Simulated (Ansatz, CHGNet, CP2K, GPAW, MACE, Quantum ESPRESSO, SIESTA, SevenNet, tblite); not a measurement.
# Ge(100) slab, H on the bottom face, dimerised (80 atoms) in CP2K

Wanted: CP2K inputs and outputs for Ge(100) slab, H on the bottom face, dimerised (80 atoms), checked against a plane-wave reference.

Program: CP2K 2026.2. Level of theory: the method is named at each step. Results are calculated unless marked as measured.

## Step 1: Set-up

The cell holds 80 atoms: 64 Ge and 16 H. Cell: a = 16.003 Å, b = 8.002 Å, c = 20.785 Å, α = 90.0°, β = 90.0°, γ = 90.0°. It derives from Ge (diamond-structure). Diamond-structure Ge (a = 5.658 Å), (100) slab of 8 atomic planes, 4 x 2 surface cells, H on the broken bonds of the bottom face, 10 Å of vacuum; top atoms paired into dimers, p(2x2) buckling; displaced by a Gaussian of 0.02 Å. Then every atom was moved at random, 0.05 Å r.m.s. a Cartesian component (hydrogen 0.6 of that). Regions: slab, 64 atoms (64 Ge); hydrogen, 16 atoms (16 H). Vacuum lies along c.

The yardstick, on the same geometry:

- method: Kohn-Sham DFT, PBE, PAW, plane waves (Ansatz 0.2.0); cutoff 420 eV, Γ point, fermi-dirac smearing of 0.05 eV; PAW set soft_2
- r.m.s. force component: 0.7716 eV/Å
- longest force: 3.375 eV/Å
- SCF cycles: 11
- time: 26 s on 8 threads of Arm Neoverse V2, shared host
- CPU time: 3.3 min

## Step 2: PBE, DZVP-MOLOPT-SR, 450/50 Ry, diagonalisation

Method: Kohn-Sham DFT, PBE, GTH-PBE pseudopotentials, Gaussian and plane waves, DZVP-MOLOPT-SR-GTH, diagonalisation.

input.inp

```
&GLOBAL
  PROJECT cell
  RUN_TYPE ENERGY_FORCE
  PRINT_LEVEL LOW
&END GLOBAL
&FORCE_EVAL
  METHOD QS
  &DFT
    BASIS_SET_FILE_NAME BASIS_MOLOPT
    POTENTIAL_FILE_NAME GTH_POTENTIALS
    &MGRID
      CUTOFF 450
      REL_CUTOFF 50
    &END MGRID
    &QS
      EPS_DEFAULT 1.0E-12
    &END QS
    &SCF
      SCF_GUESS ATOMIC
      EPS_SCF 1.0E-06
      MAX_SCF 200
      ADDED_MOS 33
      &DIAGONALIZATION
        ALGORITHM STANDARD
      &END DIAGONALIZATION
      &SMEAR ON
        METHOD FERMI_DIRAC
        ELECTRONIC_TEMPERATURE [K] 580
      &END SMEAR
      &MIXING
        METHOD BROYDEN_MIXING
        ALPHA 0.15
        NBROYDEN 8
      &END MIXING
      &PRINT
        &RESTART OFF
        &END RESTART
      &END PRINT
    &END SCF
    &XC
      &XC_FUNCTIONAL PBE
      &END XC_FUNCTIONAL
    &END XC
    &PRINT
      &MULLIKEN ON
      &END MULLIKEN
      &LOWDIN ON
      &END LOWDIN
      &HIRSHFELD ON
      &END HIRSHFELD
      &MO ON
        EIGENVALUES T
        OCCUPATION_NUMBERS T
        MO_INDEX_RANGE 125 148
        &EACH
          QS_SCF 0
        &END EACH
        ADD_LAST NUMERIC
      &END MO
    &END PRINT
  &END DFT
  &SUBSYS
    &CELL
      A 16.00324 0.00000 0.00000
      B 0.00000 8.00162 0.00000
      C 0.00000 0.00000 20.78485
    &END CELL
    &COORD
      Ge 2.01737 2.00449 5.86548
      Ge 15.89282 1.97688 7.27532
      Ge 15.94659 3.97552 8.63216
      Ge 1.93575 7.96945 10.20370
      Ge 1.96936 2.05242 11.55825
      Ge 0.08530 2.01633 12.96351
      Ge 0.07361 0.00352 14.26672
      Ge 2.00169 0.73823 15.85157
      Ge 1.98968 6.00514 5.89334
      Ge 15.99348 6.07027 7.24830
      Ge 15.97699 7.99906 8.69680
      Ge 2.10235 4.00177 10.01102
      Ge 2.03097 6.04202 11.46264
      Ge 15.98068 6.00089 12.98118
      Ge 0.06529 3.93272 14.31369
      Ge 2.03545 3.24402 15.17523
      Ge 6.01434 1.99608 5.91183
      Ge 3.93216 1.99024 7.24414
      Ge 4.00001 4.08275 8.79220
      Ge 5.98617 0.06785 10.17751
      Ge 6.09675 1.95160 11.51377
      Ge 4.06034 2.01929 13.00072
      Ge 4.01057 7.98514 14.36067
      Ge 5.95577 0.79352 15.02703
      Ge 6.02170 5.98377 5.85676
      Ge 3.95856 5.96897 7.22315
      Ge 4.04466 7.87143 8.69139
      Ge 5.98809 4.05066 10.09686
      Ge 6.02330 5.97305 11.61187
      Ge 4.01889 6.00538 12.97868
      Ge 4.10179 3.89007 14.41263
      Ge 6.10028 3.27402 15.76198
      Ge 10.03387 2.00793 5.88274
      Ge 8.07972 2.00049 7.26243
      Ge 7.97890 3.95432 8.65336
      Ge 10.08860 0.06665 10.04428
      Ge 10.08044 1.96808 11.50067
      Ge 8.05091 1.94367 12.87330
      Ge 8.03683 0.04329 14.37439
      Ge 10.05196 0.71478 15.86903
      Ge 10.04731 5.98545 5.89396
      Ge 7.99298 6.03666 7.32084
      Ge 8.06147 7.92793 8.77245
      Ge 10.00939 3.91303 10.14342
      Ge 10.02699 5.99233 11.58589
      Ge 7.99778 5.98617 12.91446
      Ge 7.99650 4.05506 14.26132
      Ge 10.03083 3.22257 15.07941
      Ge 14.03068 1.99648 5.87027
      Ge 12.00115 1.94727 7.24705
      Ge 12.13478 3.98473 8.81007
      Ge 14.09789 0.00136 10.07317
      Ge 14.15503 2.15996 11.56864
      Ge 11.95138 1.97928 12.96206
      Ge 12.05108 7.97441 14.37252
      Ge 14.01916 0.79552 15.14613
[... 20 atom lines left out ...]
      H 14.01180 0.73951 4.98982
      H 14.03292 3.24282 4.98566
      H 14.03884 7.24747 5.01497
      H 13.99659 4.75960 4.97818
    &END COORD
    &KIND Ge
      BASIS_SET DZVP-MOLOPT-SR-GTH-q4
      POTENTIAL GTH-PBE-q4
    &END KIND
    &KIND H
      BASIS_SET DZVP-MOLOPT-SR-GTH-q1
      POTENTIAL GTH-PBE-q1
    &END KIND
  &END SUBSYS
  &PRINT
    &FORCES ON
    &END FORCES
  &END PRINT
&END FORCE_EVAL
```

On the command line:

```
$ OMP_NUM_THREADS=2 cp2k.psmp -i input.inp > output.txt
```

Numbers of over 12 decimals in the logs are rounded to 6 here.

The program printed:

```text
CP2K| version string:                                       CP2K version 2026.2
 CP2K| Input file name                                                 input.inp
 GLOBAL| Basis set file name                                        BASIS_MOLOPT
 GLOBAL| Potential file name                                      GTH_POTENTIALS
 GLOBAL| Run type                                                   ENERGY_FORCE
 GLOBAL| Total number of message passing processes                             1
 GLOBAL| Number of threads for this process                                    2
 TOTAL NUMBERS AND MAXIMUM NUMBERS
  Total number of            - Atomic kinds:                                   2
                             - Atoms:                                         80
                             - Shell sets:                                    80
                             - Shells:                                       368
                             - Primitive Cartesian functions:                336
                             - Cartesian basis functions:                    976
                             - Spherical basis functions:                    912
  Maximum angular momentum of- Orbital basis functions:                        2
                             - Local part of the GTH pseudopotential:          2
                             - Non-local part of the GTH pseudopotential:      4
 SCF PARAMETERS         Density guess:                                    ATOMIC
                        max_scf:                                             200
                        eps_scf:                                        1.00E-06
                        added MOs                                        33    0
                        Mixing method:                            BROYDEN_MIXING
                                                charge density mixing in g-space
                        Smear method:                                FERMI_DIRAC
                        Electronic temperature [K]:                        580.0
                        Electronic temperature [a.u.]:                  1.84E-03
                        Accuracy threshold:                             1.00E-10
 Extrapolation method: initial_guess
 Number of electrons:                                                        272
 Number of occupied orbitals:                                                136
 Number of molecular orbitals:                                               169
 Number of orbital functions:                                                912
 Number of independent orbital functions:                                    912
 SCF WAVEFUNCTION OPTIMIZATION
  Step     Update method      Time    Convergence         Total energy    Change
     1 NoMix/Diag. 0.15E+00    3.8     0.83234066      -260.0606039549 -2.60E+02
     2 Broy./Diag. 0.15E+00    4.6     0.05318758      -258.6048442834  1.46E+00
     3 Broy./Diag. 0.15E+00    4.8     0.17560170      -258.5256726995  7.92E-02
     4 Broy./Diag. 0.15E+00    4.9     0.05076497      -259.4384930857 -9.13E-01
[...]
34 Broy./Diag. 0.15E+00    5.2     0.00000207      -259.6108842695  2.52E-05
    35 Broy./Diag. 0.15E+00    5.1     0.00000093      -259.6108676827  1.66E-05
  *** SCF run converged in    35 steps ***
  Electronic density on regular grids:       -271.9999999999        0.0000000001
  Core density on regular grids:              271.9999999990       -0.0000000010
  Total charge density on r-space grids:       -0.0000000009
  Total charge density g-space grids:          -0.0000000009
  Overlap energy of the core charge distribution:               1.3193e-05
  Self energy of the core charge distribution:               -557.502892
  Core Hamiltonian energy:                                    137.119153
  Hartree energy:                                             241.609793
  Exchange-correlation energy:                                -80.829153
  Electronic entropic energy:                                  -0.00778195
  Fermi energy:                                                 0.017327
  Total energy:                                              -259.610868
  Total energy (extrapolated to T->0):                       -259.606977
 MO| EIGENVALUES AND OCCUPATION NUMBERS
 MO|
 MO|  Index      Eigenvalue [a.u.]        Eigenvalue [eV]             Occupation
 MO|    125              -0.014410              -0.392116               2.000000
 MO|    126              -0.013319              -0.362428               2.000000
 MO|    127              -0.012696              -0.345486               2.000000
[...]
MO|    147               0.072334               1.968309               0.000000
 MO|    148               0.077084               2.097567               0.000000
 MO| Sum:                                                             272.000000
 MO| E(Fermi):            0.017327 a.u.          0.471505 eV
 !-----------------------------------------------------------------------------!
                     Mulliken Population Analysis
 #  Atom  Element  Kind  Atomic population                           Net charge
       1     Ge       1          3.971247                              0.028753
       2     Ge       1          4.058293                             -0.058293
       3     Ge       1          4.015682                             -0.015682
[...]
# Total charge                            272.000000                  0.000000
 !-----------------------------------------------------------------------------!
 !-----------------------------------------------------------------------------!
                           Hirshfeld Charges
  #Atom  Element  Kind  Ref Charge     Population                    Net charge
      1       Ge     1       4.000          4.956                        -0.956
      2       Ge     1       4.000          3.995                         0.005
      3       Ge     1       4.000          3.999                         0.001
[...]
79       H      2       1.000          0.524                         0.476
     80       H      2       1.000          0.522                         0.478
  Total Charge                                                            0.000
 !-----------------------------------------------------------------------------!
 LOWDIN POPULATION ANALYSIS
 #  Atom  Element  Kind  Atomic population                           Net charge
[...]
79     H        2          1.212757                             -0.212757
      80     H        2          1.203105                             -0.203105
 # Total charge                            272.000000                  0.000000
 ENERGY| Total FORCE_EVAL ( QS ) energy [hartree]           -259.610862
 FORCES| Atomic forces [hartree/bohr]
 FORCES|   Atom     x               y               z               |f|
 FORCES|      1 -2.03944769E-02  4.89807746E-03  5.51027681E-03   2.16861477E-02
 FORCES|      2  2.84189285E-02 -1.17614836E-03  3.51003374E-03   2.86590153E-02
 FORCES|      3  2.64307705E-02  1.40394677E-02 -4.46631136E-03   3.02595476E-02
[...]
FORCES|     79 -2.50683959E-03 -9.08415746E-03 -3.32116471E-04   9.42955263E-03
 FORCES|     80 -4.75726218E-04  7.77327795E-03  6.20238597E-04   7.81248113E-03
 FORCES| Sum    -3.15995554E-06 -5.05734122E-07 -1.06539474E-06
 FORCES| Total atomic force                                       3.37285517E-06
```

Elapsed: 3.1 min, on 2 threads of Arm Neoverse V2, shared host; peak memory 4.3 GiB.

Banners, paths, timers and routine set-up lines are dropped from the logs unmarked, and long logs keep their key lines alone; longer cuts are marked.

Numbers from this run, and their distance from the reference:

```
r.m.s. force component                  : 0.7608 eV/Å
r.m.s. difference of force components   : 47.34 meV/Å
longest difference of force vectors     : 209.9 meV/Å
force difference over r.m.s. force      : 6.135 %
slope of forces against the reference's : 0.9841
correlation of force components         : 0.9982
```

Length of the force difference by element (eV/Å):

| element | atoms | mean | most |
| --- | --- | --- | --- |
| Ge | 64 | 0.064 | 0.21 |
| H | 16 | 0.061 | 0.083 |

A closer look about Ge22, whose charge lies farthest from its element's mean: 9 atoms, nearest first, numbered in the order of the input, with positions taken from that point.

| atom | x | y | z | distance (Å) | bonds | Mulliken charge (e) | Fx | Fy | Fz (eV/Å) |
| --- | --- | --- | --- | --- | --- | --- | --- | --- | --- |
| Ge22 | 0.00 | 0.00 | 0.00 | 0.00 | 4 | -0.11 | -0.09 | -0.69 | -1.56 |
| Ge31 | 0.04 | 1.87 | 1.41 | 2.34 | 4 | 0.00 | 0.87 | 1.96 | 0.01 |
| Ge23 | -0.05 | -2.04 | 1.36 | 2.45 | 4 | 0.01 | -2.36 | -0.55 | 0.23 |
| Ge21 | 2.04 | -0.07 | -1.49 | 2.52 | 4 | 0.03 | -0.82 | 1.84 | 0.14 |
| Ge5 | -2.09 | 0.03 | -1.44 | 2.54 | 4 | 0.03 | 1.15 | -0.48 | -0.68 |
| Ge24 | 1.90 | -1.23 | 2.03 | 3.03 | 3 | 0.00 | 1.10 | 1.19 | 0.72 |
| Ge16 | -2.02 | 1.22 | 2.17 | 3.21 | 3 | -0.01 | 0.35 | -1.06 | 0.70 |
| Ge32 | 2.04 | 1.25 | 2.76 | 3.66 | 3 | 0.03 | 0.06 | 0.18 | 0.64 |
| Ge8 | -2.06 | -1.28 | 2.85 | 3.74 | 3 | 0.04 | 0.05 | -0.54 | 0.32 |

Forces lie 6.1 % from the reference's, at 1.6 times its CPU time (on 2 against 8 cores).

## Step 3: PBE, SZV-MOLOPT-SR, 450/50 Ry, diagonalisation

Method: Kohn-Sham DFT, PBE, GTH-PBE pseudopotentials, Gaussian and plane waves, SZV-MOLOPT-SR-GTH, diagonalisation.

input.inp: that of step 2 with these lines changed.

```diff
@@ -48,4 +48,2 @@
       &END LOWDIN
-      &HIRSHFELD ON
-      &END HIRSHFELD
       &MO ON
@@ -67,7 +65,8 @@
     &END CELL
-    &COORD
-[... 80 atom lines left out: the same atoms as in the first run ...]
-    &END COORD
+    &TOPOLOGY
+      COORD_FILE_NAME structure.xyz
+      COORD_FILE_FORMAT XYZ
+    &END TOPOLOGY
     &KIND Ge
-      BASIS_SET DZVP-MOLOPT-SR-GTH-q4
+      BASIS_SET SZV-MOLOPT-SR-GTH-q4
       POTENTIAL GTH-PBE-q4
@@ -75,3 +74,3 @@
     &KIND H
-      BASIS_SET DZVP-MOLOPT-SR-GTH-q1
+      BASIS_SET SZV-MOLOPT-SR-GTH-q1
       POTENTIAL GTH-PBE-q1
```

structure.xyz

```xyz
80

Ge 2.01737 2.00449 5.86548
Ge 15.89282 1.97688 7.27532
Ge 15.94659 3.97552 8.63216
Ge 1.93575 7.96945 10.20370
Ge 1.96936 2.05242 11.55825
Ge 0.08530 2.01633 12.96351
Ge 0.07361 0.00352 14.26672
Ge 2.00169 0.73823 15.85157
Ge 1.98968 6.00514 5.89334
Ge 15.99348 6.07027 7.24830
Ge 15.97699 7.99906 8.69680
Ge 2.10235 4.00177 10.01102
Ge 2.03097 6.04202 11.46264
Ge 15.98068 6.00089 12.98118
Ge 0.06529 3.93272 14.31369
Ge 2.03545 3.24402 15.17523
Ge 6.01434 1.99608 5.91183
Ge 3.93216 1.99024 7.24414
Ge 4.00001 4.08275 8.79220
Ge 5.98617 0.06785 10.17751
[... 56 atom lines left out ...]
H 14.01180 0.73951 4.98982
H 14.03292 3.24282 4.98566
H 14.03884 7.24747 5.01497
H 13.99659 4.75960 4.97818
```

On the command line:

```
$ OMP_NUM_THREADS=1 cp2k.psmp -i input.inp > output.txt
```

The program printed:

```text
CP2K| version string:                                       CP2K version 2026.2
 CP2K| Input file name                                                 input.inp
 GLOBAL| Basis set file name                                        BASIS_MOLOPT
 GLOBAL| Potential file name                                      GTH_POTENTIALS
 GLOBAL| Run type                                                   ENERGY_FORCE
 GLOBAL| Total number of message passing processes                             1
 GLOBAL| Number of threads for this process                                    1
 TOTAL NUMBERS AND MAXIMUM NUMBERS
  Total number of            - Atomic kinds:                                   2
                             - Atoms:                                         80
[... lines left out ...]
                        Smear method:                                FERMI_DIRAC
[... lines left out ...]
 Number of electrons:                                                        272
[... lines left out ...]
  Step     Update method      Time    Convergence         Total energy    Change
[... lines left out ...]
  *** SCF run converged in    32 steps ***
[... lines left out ...]
  Fermi energy:                                                 0.085880
  Total energy:                                              -257.204946
  Total energy (extrapolated to T->0):                       -257.203244
[... lines left out ...]
 MO|    148               0.181721               4.944868               0.000000
 MO| Sum:                                                             272.000000
 MO| E(Fermi):            0.085880 a.u.          2.336911 eV
 !-----------------------------------------------------------------------------!
                     Mulliken Population Analysis
 #  Atom  Element  Kind  Atomic population                           Net charge
       1     Ge       1          3.975081                              0.024919
       2     Ge       1          3.996480                              0.003520
       3     Ge       1          3.996992                              0.003008
[...]
# Total charge                            272.000000                 -0.000000
 !-----------------------------------------------------------------------------!
 LOWDIN POPULATION ANALYSIS
 #  Atom  Element  Kind  Atomic population                           Net charge
[...]
79     H        2          1.013154                             -0.013154
      80     H        2          1.009699                             -0.009699
 # Total charge                            272.000000                 -0.000000
 ENERGY| Total FORCE_EVAL ( QS ) energy [hartree]           -257.204902
 FORCES| Atomic forces [hartree/bohr]
 FORCES|   Atom     x               y               z               |f|
 FORCES|      1 -2.64240468E-02  5.58816849E-03  4.46209890E-03   2.73745905E-02
 FORCES|      2  3.78927863E-02 -4.33710718E-04 -3.90731305E-03   3.80961738E-02
 FORCES|      3  3.50699100E-02  1.77342748E-02  1.31258231E-03   3.93208083E-02
[...]
FORCES|     79 -3.83836948E-03 -2.46448310E-02  7.63838781E-03   2.60853550E-02
 FORCES|     80 -2.87403845E-04  2.27703467E-02  9.69106514E-03   2.47484955E-02
 FORCES| Sum    -4.71057176E-06 -3.34374424E-07 -2.82703436E-06
 FORCES| Total atomic force                                       5.50394548E-06
```

Wall time 3.7 min (1 thread); peak memory 4.2 GiB.

Compared with the plane-wave run:

```yaml
r_m_s_force_component: 1.029 eV/Å
r_m_s_difference_of_force_components: 376.8 meV/Å
longest_difference_of_force_vectors: 1235 meV/Å
force_difference_over_r_m_s_force: 48.83 %
slope_of_forces_against_the_reference_s: 1.27
correlation_of_force_components: 0.9523
```

This is a coarse setting, run to see what it loses.

Against the first run (6.1 %), the force difference from the reference is 49 %, at 0.69 times the CPU time (on 1 against 2 cores), with 272 basis functions against 912: the smaller basis costs accuracy.

(Continued in part 2 of 3.)

[Also dropped from logs without a mark: logging warnings of Python, and SIESTA's first energy breakdown and zero terms.]

[Logs are printed without paths, hosts, clocks, repeated set-up lines and the standing remarks that a program may print on its own settings, such as how far it seeks lower states.]

[Hosts, paths, dates, database ids (printed as entryN), source tags and the programs' standing remarks are cut or masked in the printed files.]
